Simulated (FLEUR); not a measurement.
# Collinear magnetic orders of CrO2 with FLEUR, part 4 of 4

A self-consistent run ends on one state, which hangs on the start. Several orders of CrO2 are started in FLEUR and their energies compared.

FLEUR MaX-R8.1; PBE with U = 3.5 eV on Cr d; all-electron FLAPW, Dirac cores, scalar-relativistic bands.

So far, largest spin moment in the muffin-tin sphere (μB): step 2 (run 1 (ferro ++)) 2.26; step 3 (order 2, typed as antiferro q=(0,1/2,1/2) +-+-) 2.02; step 6 (start 5: antiferro +-) 1.95.

## Step 8: Order 7, typed as no spin polarisation

A spinless run shows what the cell costs with no moments; under a U that can hold a penalty on part-filled orbitals beside the lost exchange.

The k list default-1 (kpts.xml, not shown) is a Γ-centred 8×8×8 mesh.

Contents of inp.xml:

```
<?xml version="1.0" encoding="UTF-8" standalone="no"?>
<fleurInput fleurInputVersion="0.39">
   <comment>
      CrO2
   </comment>
   <calculationSetup>
      <cutoffs Kmax="4.4" Gmax="13.2" GmaxXC="13.2" numbands="0"/>
      <scfLoop itmax="120" minDistance="0.0001" maxIterBroyd="15" imix="Anderson" alpha="0.05" precondParam="0.0" spinf="2.0" sdNocoIR="T"/>
      <coreElectrons ctail="T" frcor="F" kcrel="0" coretail_lmax="0"/>
      <xcFunctional name="pbe" relativisticCorrections="F"/>
      <magnetism jspins="1"/>
      <soc l_soc="F" theta="0.0" phi="0.0" spav="F"/>
      <expertModes spex="0" secvar="F"/>
      <geometryOptimization l_f="F" forcealpha="1.0" forcemix="BFGS" epsdisp="0.00001" epsforce="0.00001"/>
      <ldaU l_linMix="F" mixParam="0.05" spinf="1.0"/>
   </calculationSetup>
   <cell>
      <bzIntegration valenceElectrons="52.0" mode="hist" fermiSmearingEnergy="0.00183747">
         <kPointListSelection listName="default-1"/>
         <xi:include xmlns:xi="http://www.w3.org/2001/XInclude" href="kpts.xml"> </xi:include>
      </bzIntegration>
      <xi:include xmlns:xi="http://www.w3.org/2001/XInclude" href="sym.xml"> </xi:include>
      <bulkLattice scale="1.0">
         <bravaisMatrix>
            <row-1>    8.3544791968565999     0.0000000000000000     0.0000000000000000</row-1>
            <row-2>    0.0000000000000000     8.3544791968565999     0.0000000000000000</row-2>
            <row-3>    0.0000000000000000     0.0000000000000000     5.5123311054581992</row-3>
         </bravaisMatrix>
      </bulkLattice>
   </cell>
   <atomSpecies>
      <species name="Chromium (Cr)" element="Cr" atomicNumber="24">
         <mtSphere radius="2.22" gridPoints="735" logIncrement="0.016"/>
         <atomicCutoffs lmax="8" lnonsphr="6"/>
         <electronConfig flipSpins="F">
            <coreConfig>(1s1/2) (2s1/2) (2p1/2) (2p3/2)</coreConfig>
            <valenceConfig>(3s1/2) (3p1/2) (3p3/2) (4s1/2) (3d3/2) (3d5/2)</valenceConfig>
            <stateOccupation state="(4s1/2)" spinUp="0.500000" spinDown="0.500000"/>
            <stateOccupation state="(3d3/2)" spinUp="1.000000" spinDown="1.000000"/>
            <stateOccupation state="(3d5/2)" spinUp="1.500000" spinDown="1.500000"/>
         </electronConfig>
         <energyParameters s="4" p="4" d="3" f="4"/>
         <ldaU l="2" U="3.5" J="0.0" l_amf="F"/>
         <lo type="SCLO" l="0" n="3" eDeriv="0"/>
         <lo type="SCLO" l="1" n="3" eDeriv="0"/>
      </species>
      <species name="Oxygen (O)" element="O" atomicNumber="8">
         <mtSphere radius="1.25" gridPoints="415" logIncrement="0.025"/>
         <atomicCutoffs lmax="6" lnonsphr="4"/>
         <electronConfig flipSpins="F">
            <coreConfig>(1s1/2)</coreConfig>
            <valenceConfig>(2s1/2) (2p1/2) (2p3/2)</valenceConfig>
            <stateOccupation state="(2p1/2)" spinUp="0.666667" spinDown="0.666667"/>
            <stateOccupation state="(2p3/2)" spinUp="1.333333" spinDown="1.333333"/>
         </electronConfig>
         <energyParameters s="2" p="2" d="3" f="4"/>
      </species>
   </atomSpecies>
   <atomGroups>
      <atomGroup species="Chromium (Cr)">
         <relPos label="                   1">.0000000000 .0000000000 .0000000000</relPos>
         <relPos label="                   2">1.000/2.000 1.000/2.000 1.000/2.000</relPos>
         <force calculate="T" relaxXYZ="TTT"/>
      </atomGroup>
      <atomGroup species="Oxygen (O)">
         <relPos label="                   3">.3010000000 .3010000000 .0000000000</relPos>
         <relPos label="                   4">.1990000000 -.1990000000 1.000/2.000</relPos>
         <relPos label="                   5">-.3010000000 -.3010000000 .0000000000</relPos>
         <relPos label="                   6">-.1990000000 .1990000000 1.000/2.000</relPos>
         <force calculate="T" relaxXYZ="TTT"/>
      </atomGroup>
   </atomGroups>
   <output dos="F" band="F" slice="F">
      <bandDOS minEnergy="-.5*Htr" maxEnergy="0.5*Htr" sigma="0.015" storeEVData="T"/>
      <plotting iplot="0" polar="F">
         <plot TwoD="T" vec1="  1.0  0.0  0.0" vec2="  0.0  1.0  0.0" vec3="  0.0  0.0  1.0" zero="  0.0  0.0  0.0" file="plot"/>
      </plotting>
      <moessbauerParams electricFieldGradient="F" isomerShift="F" coreHyperfine="F" valenceHyperfine="F"/>
   </output>
</fleurInput>
```

Contents of crystal.txt:

```
CrO2
&input film=F cartesian=F /
4.42100000000  0.00000000000  0.00000000000
0.00000000000  4.42100000000  0.00000000000
0.00000000000  0.00000000000  2.91700000000
1.8897261246
1.0 1.0 1.0

6
24 0.00000000000  0.00000000000  0.00000000000
24 0.50000000000  0.50000000000  0.50000000000
8 0.30100000000  0.30100000000  0.00000000000
8 0.19900000000  0.80100000000  0.50000000000
8 0.69900000000  0.69900000000  0.00000000000
8 0.80100000000  0.19900000000  0.50000000000

&kpt div1=8 div2=8 div3=8 gamma=T /
```

Launch:

```console
$ OMP_NUM_THREADS=1 inpgen -f crystal.txt > inpgen.log  # inp.xml is then edited as shown
$ OMP_NUM_THREADS=1 mpirun -n 8 fleur_MPI > fleur.log
```

Log:

```text
[banner, memory and clock lines left out]
Welcome to FLEUR        (www.flapw.de)
      MaX-Release 8.1          (www.max-centre.eu)

 ========== k-point set info ==========
 Selected k-point list: default-1
 k-point list type: mesh
 0 x 0 x 0
 Number of k points: 80

 [... set-up left out ...]
 no density matrix found ... skipping LDA+U
 Reset of history
 Iteration:     1   Distance:      51.55813992 me/bohr^3
 Iteration:     2   Distance:      45.88456658 me/bohr^3
 Iteration:     3   Distance:      38.19903449 me/bohr^3
 Iteration:     4   Distance:      16.07395612 me/bohr^3
[...]
<sumOfEigenvalues value="    -1375.7576102024">
               <coreElectrons value="-1350.7843997128"/>
               <valenceElectrons value="-24.9732104895"/>
            </sumOfEigenvalues>
         [... left out ...]
            <freeEnergy value="-2402.4664109586"/>
            <extrapolationTo0K value="-2402.4648543444"/>
         </totalEnergy>
         [... left out ...]
         <ldaUDensityMatrixConvergence>
            <distance spin="1" distance="0.000004"/>
         </ldaUDensityMatrixConvergence>
         <densityConvergence units="me/bohr^3">
            <chargeDensity spin="1" distance="0.0000930618"/>
         </densityConvergence>
      </iteration>
```

Run time: 64 s. Hardware: 8 MPI ranks of Arm Neoverse V2, shared host; peak memory 0.45 GiB.

This step gave:

| Property | Result |
| --- | --- |
| free energy | -65374.4415 eV |
| program's band gap on this mesh (in a metal only a level spacing) | 0 eV |
| final state | non-magnetic (no spin polarisation) |

It lies 1855 meV a seeded atom over the first start.

## Step 9: Ranking

Free energies are divided by the number of seeded atoms, so that cells of unlike size compare. Wavevectors q in the names are fractions of the primitive cell's reciprocal vectors.

Orders:

```csv
start,final state,typed order kept,energy over the lowest (meV a seeded atom),largest sphere moment (μB),net moment (μB a primitive cell),mesh matched,CPU time (s)
ferro ++,"ferromagnetic, with opposed induced moments",yes,0,2.259,4,yes,513
"antiferro q=(0,1/2,1/2) +-+-",antiferromagnetic,yes,117.6,2.024,0,yes,5371
antiferro +-,antiferromagnetic,yes,167.8,1.95,0,yes,1058
no spin polarisation,non-magnetic,-,1855,0,0,yes,513.1
```

## Step 10: Summary of results

```yaml
lowest_state_found: ferromagnetic (typed ferro ++)
largest_site_spin_moment: 2.26 μB
next_finished_state: antiferromagnetic, 118 meV a seeded atom higher
spinless_run_over_the_lowest_under_a_u_no_clean_measure_of_the_moments: 1855 meV a seeded atom
```

In words: The lowest state found is ferromagnetic, reached from the start ferro ++, with moments up to 2.26 μB. The next finished state costs 118 meV a seeded atom. 3 starts gave no converged result and are missing from the ranking; a lower order may hide there. Under a U a spinless run can be left with part-filled orbitals, which the U penalises, or fall into a low-spin state, so its energy is no clean measure of what the moments gain. Only 7 starts were tried; other patterns of signs, canted and longer-period orders were not. Under a U the differences between the orders can hold more than exchange, though the occupations look alike: the program's gaps run from 0.05 to 0.33 eV.

[Logs and program files are shortened in this print: banners, set-up blocks, solver, clock and traceback lines can be left out without a mark of their own.]

[Logs are printed without paths, hosts, clocks, repeated set-up lines and the standing remarks that a program may print on its own settings, such as how far it seeks lower states.]

[Hosts, paths, dates, database ids (printed as entryN), source tags and the programs' standing remarks are cut or masked in the printed files.]

[Where a cell is said to come from a database of computed structures, the database is the Materials Project.]
